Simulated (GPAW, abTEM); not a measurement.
# PtS2 monolayer, Pt vacancy: the scripts behind a bonding study

Short scripts, each with its output. The sheet lies in the middle of a cell with vacuum above and below.

### 1. Build the all-electron density and subtract free atoms

```text
cell
1.0
    10.710000000    0.000000000    0.000000000
     0.000000000   12.366842766    0.000000000
     0.000000000    0.000000000   11.660000000
Pt S
11 24
Direct
0.002391818 0.000293167 0.499534163
0.169515123 0.256318719 0.518719756
0.992463314 0.500147148 0.498881444
0.170514955 0.744137495 0.479307898
0.333252181 0.000408672 0.499839861
0.496163888 0.256379639 0.520911165
0.497035390 0.744417102 0.481608612
0.664152105 0.000205591 0.500751876
0.832856302 0.250730023 0.507149704
0.674148807 0.500327468 0.501383882
0.833626900 0.749639681 0.493124864
0.166288124 0.082255354 0.606738401
0.002831179 0.174372274 0.400597340
0.995665513 0.337435504 0.614522537
0.190244876 0.440652563 0.430690318
0.190641983 0.558901964 0.564824716
0.995640859 0.663455441 0.383727000
0.004298280 0.826072321 0.598112900
0.166664248 0.918761809 0.392257323
0.499739170 0.081760716 0.607715591
0.333625975 0.176852884 0.409251354
0.331575174 0.303557531 0.648098419
0.475722986 0.441354144 0.435915793
0.476313178 0.560108377 0.569364784
0.334904328 0.697567300 0.352083919
0.332857553 0.824121660 0.590858658
0.500407103 0.918380156 0.393513619
0.833777205 0.080927622 0.607758502
0.661969080 0.174264520 0.401975063
0.670818867 0.336945355 0.616950893
0.832110254 0.413887522 0.395676943
0.834622318 0.586548746 0.604690983
0.670914630 0.663192728 0.385455907
0.663657411 0.826333064 0.599967751
0.832745808 0.919207223 0.392485596
```

```python
import numpy as np
from ase.io import read
from ase.units import Bohr
from gpaw import GPAW, PW, FermiDirac
from gpaw.calculator import GPAW as OldGPAW
from gpaw.mpi import serial_comm, world
from scipy.special import erfc
from scipy.spatial import cKDTree

atoms = read("cell.vasp")
atoms.calc = GPAW(mode=PW(500), xc="PBE", kpts={"size": (1, 1, 1), "gamma": True},
                 occupations=FermiDirac(0.05), maxiter=160, symmetry={"tolerance": 1e-5}, txt="scf.txt")
atoms.get_potential_energy()
rho = atoms.calc.get_all_electron_density(gridrefinement=2)
moments = atoms.get_magnetic_moments() if atoms.calc.get_number_of_spins() == 2 else np.zeros(len(atoms))
total = atoms.get_magnetic_moment() if moments.any() else 0.0
if world.rank == 0:
    free = OldGPAW(mode=PW(500), xc="PBE", txt=None, communicator=serial_comm)
    neutral = atoms.copy()
    neutral.set_initial_magnetic_moments(None)
    free.initialize(neutral)
    free.set_positions(neutral)
    drho = rho - free.get_all_electron_density(gridrefinement=2)
    # GPAW starts from confined atoms: exchange their smooth part for that of the datasets' free atoms
    h = np.stack(np.meshgrid(*[np.fft.fftfreq(n, 1 / n) for n in drho.shape], indexing="ij"), -1)
    gabs = np.linalg.norm(h @ atoms.cell.reciprocal(), axis=-1)
    tails = np.fft.fftn(free.get_pseudo_density(gridrefinement=2))
    g, form, v0 = np.linspace(0, gabs.max(), 1500), {}, 0
    for e in set(atoms.symbols):
        idx = atoms.symbols.search(e)
        d = free.setups[idx[0]].data
        r, w = d.rgd.r_g * Bohr, d.rgd.r_g**2 * d.rgd.dr_g
        j0 = np.sinc(2 * g[:, None] * r)
        smooth = sum(f * p**2 for f, p in zip(d.f_j, d.phit_jg)) + np.sqrt(4 * np.pi) * d.nct_g
        full = sum(f * p**2 for f, p in zip(d.f_j, d.phi_jg)) + np.sqrt(4 * np.pi) * d.nc_g
        phase = sum(np.exp(-2j * np.pi * h @ s) for s in atoms.get_scaled_positions()[idx])
        tails -= np.interp(gabs, g, j0 @ (smooth * w)) * phase * drho.size / atoms.get_volume()
        form[e] = j0 @ (full * w)
        v0 += 2 * np.pi / 3 * 14.3996 * (full * w * r**2).sum() * len(idx)  # V A^3
    tails *= 0.5 * erfc((gabs - 1.8) / 0.25)  # the tails differ at long wavelengths alone
    drho += np.fft.ifftn(tails).real  # crystal minus superposed spherical free atoms
    np.save("drho.npy", drho)
    dv = atoms.get_volume() / drho.size
    print("grid", drho.shape, " electrons %.3f" % (rho.sum() * dv), " moved by bonding %.3f e" % (abs(drho).sum() * dv / 2))
    pts = np.indices(drho.shape).reshape(3, -1).T / drho.shape @ atoms.cell
    shifts = (np.indices((3, 3, 3)).reshape(3, -1).T - 1) @ atoms.cell
    images = (atoms.positions[None] + shifts[:, None]).reshape(-1, 3)
    dist, idx = cKDTree(images).query(pts, k=4)
    out = drho.ravel()[dist[:, 0] > 0.5]
    print("deformation density beyond 0.5 A of the nuclei: max %.3f, min %.3f e/A^3" % (out.max(), out.min()))
    tie = dist < dist[:, :1] + 1e-4
    q = -np.bincount((idx % len(atoms))[tie], (drho.ravel()[:, None] / tie.sum(1, keepdims=True) * tie)[tie], len(atoms)) * dv
    print("atom        x       y       z   Voronoi charge  moment")
    for a, s, c, m in zip(atoms, atoms.get_scaled_positions(), q, moments):
        print("%-2s%-3d %7.4f %7.4f %7.4f %10.3f %10.2f" % (a.symbol, a.index + 1, *s, c, m))
    np.savez("free.npz", g=g, **form)
    print("mean inner potential of superposed free atoms %.3f V" % (v0 / atoms.get_volume()))
    print("total magnetic moment %.3f muB" % total)
```

```console
$ OMP_NUM_THREADS=1 mpirun -n 4 gpaw python run.py > gpaw.log
```

```text
grid (112, 128, 126)  electrons 1242.000  moved by bonding 9.081 e
deformation density beyond 0.5 A of the nuclei: max 0.383, min -0.829 e/A^3
atom        x       y       z   Voronoi charge  moment
Pt1    0.0024  0.0003  0.4995      0.213       0.00
Pt2    0.1695  0.2563  0.5187      0.217       0.00
Pt3    0.9925  0.5001  0.4989      0.214       0.00
Pt4    0.1705  0.7441  0.4793      0.216       0.00
Pt5    0.3333  0.0004  0.4998      0.220       0.00
Pt6    0.4962  0.2564  0.5209      0.216       0.00
Pt7    0.4970  0.7444  0.4816      0.216       0.00
Pt8    0.6642  0.0002  0.5008      0.213       0.00
Pt9    0.8329  0.2507  0.5071      0.223       0.00
Pt10   0.6741  0.5003  0.5014      0.214       0.00
Pt11   0.8336  0.7496  0.4931      0.223       0.00
S 12   0.1663  0.0823  0.6067     -0.069       0.00
S 13   0.0028  0.1744  0.4006     -0.138       0.00
S 14   0.9957  0.3374  0.6145     -0.113       0.00
S 15   0.1902  0.4407  0.4307      0.003       0.00
S 16   0.1906  0.5589  0.5648      0.002       0.00
S 17   0.9956  0.6635  0.3837     -0.114       0.00
S 18   0.0043  0.8261  0.5981     -0.137       0.00
S 19   0.1667  0.9188  0.3923     -0.070       0.00
S 20   0.4997  0.0818  0.6077     -0.071       0.00
S 21   0.3336  0.1769  0.4093     -0.104       0.00
S 22   0.3316  0.3036  0.6481     -0.233       0.00
S 23   0.4757  0.4414  0.4359      0.001       0.00
S 24   0.4763  0.5601  0.5694      0.000       0.00
S 25   0.3349  0.6976  0.3521     -0.232       0.00
S 26   0.3329  0.8241  0.5909     -0.104       0.00
S 27   0.5004  0.9184  0.3935     -0.070       0.00
S 28   0.8338  0.0809  0.6078     -0.125       0.00
S 29   0.6620  0.1743  0.4020     -0.136       0.00
S 30   0.6708  0.3369  0.6170     -0.113       0.00
S 31   0.8321  0.4139  0.3957     -0.092       0.00
S 32   0.8346  0.5865  0.6047     -0.092       0.00
S 33   0.6709  0.6632  0.3855     -0.112       0.00
S 34   0.6637  0.8263  0.6000     -0.138       0.00
S 35   0.8327  0.9192  0.3925     -0.126       0.00
mean inner potential of superposed free atoms 7.561 V
total magnetic moment 0.000 muB
```

Time: 3 min on 4 cores of Arm Neoverse N1 (shared host), peak memory 2.1 GiB.

### 2. Image through focus

```python
import abtem
import numpy as np
from ase.build import make_supercell
from ase.io import read

abtem.config.set({"dask.lazy": False, "fft": "fftw", "diagnostics.progress_bar": False})
M = [[1, 0, 0], [0, 1, 0], [0, 0, 1]]  # rows: x, y and beam direction in the primitive cell's axes
unit = make_supercell(read("cell.vasp"), M)
unit.set_cell(list(unit.cell.lengths()) + [90, 90, 90], scale_atoms=True)
unit.positions[:, 2] += 0.4818  # keeps atomic planes off the slice boundaries
unit.wrap()
slab = unit * (1, 1, 1)
print(slab.get_chemical_formula(), "| box %.2f x %.2f x %.2f A" % tuple(slab.cell.lengths()))

# change of the potential by bonding, from the DFT deformation density (Poisson's equation term by term)
drho = np.load("drho.npy")
prim = read("cell.vasp")
h = np.stack(np.meshgrid(*[np.fft.fftfreq(n, 1 / n) for n in drho.shape], indexing="ij"), -1).reshape(-1, 3).astype(int)
g2 = ((h @ prim.cell.reciprocal()) ** 2).sum(1)
keep = (g2 > 0) & (g2 < 2.5**2)
shape = (134, 155, 72)
vg = np.zeros(shape, complex)
hm = h[keep] @ np.array(M).T
move = np.exp(-2j * np.pi * hm[:, 2] * (0.4818 / unit.cell[2, 2] - 0.5 / shape[2]))  # the same shift, sampled at mid-points
vg[tuple(hm.T % np.array(shape)[:, None])] = -14.3996 / np.pi * (np.fft.fftn(drho).ravel() / drho.size)[keep] / g2[keep] * move
dV = np.fft.ifftn(vg).real * vg.size
dV -= dV[:, :, 0].mean()  # zero in the vacuum
dV = dV.reshape(134, 155, 12, 6).mean(3) * unit.cell[2, 2] / 12  # V A, projected in each slice
dV = np.tile(dV.transpose(2, 0, 1), (1, 1, 1))


def build(atoms):
    p = abtem.Potential(atoms, gpts=(134, 155), slice_thickness=[slab.cell[2, 2] / 12] * 12,
                        parametrization="lobato", projection="finite", exit_planes=6).build()
    p.array[:] += BONDING * dV
    return p


def potentials():
    yield build(slab)  # atoms at rest


for label, BONDING in (("IAM", 0.0), ("DFT", 1.0)):
    print("=====", label)
    potential = build(slab)
    print("grid", potential.gpts, "slices", potential.num_slices)
    thickness = potential.exit_thicknesses
    columns = [  # name, x, y (A)
        ("vacancy", 3.481, 6.183),
        ("S_1st", 2.042, 6.912),
        ("S_2nd", 3.551, 3.754),
        ("Pt_3rd", 1.826, 9.203),
        ("S_4th", 3.573, 2.187),
        ("Pt_far", 7.113, 0.003),
        ("S_far", 8.919, 11.368),
        ("void", 5.891, 8.038),
    ]
    waves = [abtem.PlaneWave(energy=80000).multislice(p) for p in potentials()]
    stack = []
    for defocus in [-200, -130, -40.0, 130, 200]:
        ctf = abtem.CTF(energy=80000, Cs=-80000, defocus=defocus, focal_spread=40, semiangle_cutoff=35)
        ims = [w.apply_ctf(ctf).intensity() for w in waves]
        im = sum(ims[1:], ims[0]) / len(ims)
        a = im.array.reshape(len(thickness), 1, -1, 1, im.array.shape[-1] // 1).mean(axis=(1, 3))
        a = a / im.array[0].mean()
        stack.append(a)
        print("defocus %.0f A: intensity at the columns, vacuum = 1" % defocus)
        print("  t (A)     min     max" + "".join("%10s" % c[0][:9] for c in columns))
        for t, b in list(zip(thickness, a))[1:]:
            at = [b[round(x / im.sampling[0]) % b.shape[0], round(y / im.sampling[1]) % b.shape[1]] for _, x, y in columns]
            print("%7.1f %7.3f %7.3f" % (t, b.min(), b.max()) + "".join("%10.3f" % v for v in at))
    print("Scherzer defocus %.0f A, point resolution %.2f A" % (ctf.scherzer_defocus, ctf.point_resolution))
    np.save(label + "_hrtem.npy", np.array(stack))
```

```console
$ python run.py
```

```text
Pt11S24 | box 10.71 x 12.37 x 11.66 A
===== IAM
grid (134, 155) slices 12
defocus -200 A: intensity at the columns, vacuum = 1
  t (A)     min     max   vacancy     S_1st     S_2nd    Pt_3rd     S_4th    Pt_far     S_far      void
    5.8   0.915   1.144     1.029     0.952     1.005     1.028     1.136     1.002     1.144     0.975
   11.7   0.785   1.365     1.281     0.992     1.116     1.311     1.090     1.341     1.082     0.908
defocus -130 A: intensity at the columns, vacuum = 1
  t (A)     min     max   vacancy     S_1st     S_2nd    Pt_3rd     S_4th    Pt_far     S_far      void
    5.8   0.848   1.107     0.934     0.931     0.929     0.924     1.077     0.901     1.071     1.004
   11.7   0.704   1.181     0.860     0.925     0.838     0.915     0.742     0.899     0.724     0.973
defocus -40 A: intensity at the columns, vacuum = 1
  t (A)     min     max   vacancy     S_1st     S_2nd    Pt_3rd     S_4th    Pt_far     S_far      void
    5.8   0.961   1.112     0.977     0.984     0.983     1.036     1.107     1.010     1.110     0.973
   11.7   0.897   1.199     0.946     1.118     1.079     1.189     1.116     1.199     1.136     0.903
defocus 130 A: intensity at the columns, vacuum = 1
  t (A)     min     max   vacancy     S_1st     S_2nd    Pt_3rd     S_4th    Pt_far     S_far      void
    5.8   0.854   1.104     1.009     1.069     1.031     1.024     0.854     1.062     0.859     1.027
   11.7   0.827   1.178     0.906     1.004     0.910     0.865     1.066     0.858     1.114     1.032
defocus 200 A: intensity at the columns, vacuum = 1
  t (A)     min     max   vacancy     S_1st     S_2nd    Pt_3rd     S_4th    Pt_far     S_far      void
    5.8   0.934   1.047     1.001     1.036     1.020     0.984     0.959     0.988     0.934     0.975
   11.7   0.849   1.137     1.054     1.040     0.950     0.933     0.904     0.910     0.893     0.951
Scherzer defocus -71 A, point resolution 0.99 A
===== DFT
grid (134, 155) slices 12
defocus -200 A: intensity at the columns, vacuum = 1
  t (A)     min     max   vacancy     S_1st     S_2nd    Pt_3rd     S_4th    Pt_far     S_far      void
    5.8   0.915   1.142     1.028     0.953     1.006     1.030     1.133     1.003     1.142     0.976
   11.7   0.783   1.375     1.278     0.994     1.112     1.317     1.084     1.346     1.080     0.910
defocus -130 A: intensity at the columns, vacuum = 1
  t (A)     min     max   vacancy     S_1st     S_2nd    Pt_3rd     S_4th    Pt_far     S_far      void
    5.8   0.846   1.104     0.933     0.931     0.929     0.927     1.073     0.902     1.066     1.006
   11.7   0.701   1.180     0.859     0.924     0.831     0.921     0.735     0.905     0.719     0.976
defocus -40 A: intensity at the columns, vacuum = 1
  t (A)     min     max   vacancy     S_1st     S_2nd    Pt_3rd     S_4th    Pt_far     S_far      void
    5.8   0.961   1.110     0.977     0.985     0.984     1.038     1.105     1.012     1.108     0.973
   11.7   0.898   1.204     0.947     1.119     1.077     1.195     1.113     1.204     1.134     0.903
defocus 130 A: intensity at the columns, vacuum = 1
  t (A)     min     max   vacancy     S_1st     S_2nd    Pt_3rd     S_4th    Pt_far     S_far      void
    5.8   0.857   1.103     1.010     1.069     1.031     1.020     0.858     1.060     0.863     1.026
   11.7   0.819   1.181     0.905     1.005     0.916     0.858     1.073     0.851     1.118     1.029
defocus 200 A: intensity at the columns, vacuum = 1
  t (A)     min     max   vacancy     S_1st     S_2nd    Pt_3rd     S_4th    Pt_far     S_far      void
    5.8   0.935   1.046     1.003     1.035     1.019     0.983     0.960     0.987     0.935     0.974
   11.7   0.849   1.139     1.059     1.037     0.953     0.932     0.908     0.909     0.894     0.947
Scherzer defocus -71 A, point resolution 0.99 A
```

Time: 10 s on 1 core of Arm Neoverse N1 (shared host), peak memory 0.42 GiB.

[Outputs are excerpts: Python notices, other lines and further rows are left out; steps that failed or that the build refused (PBEsol, TPSS) are not shown.]

[Logs are printed without paths, hosts, clocks, repeated set-up lines and the standing remarks that a program may print on its own settings, such as how far it seeks lower states.]
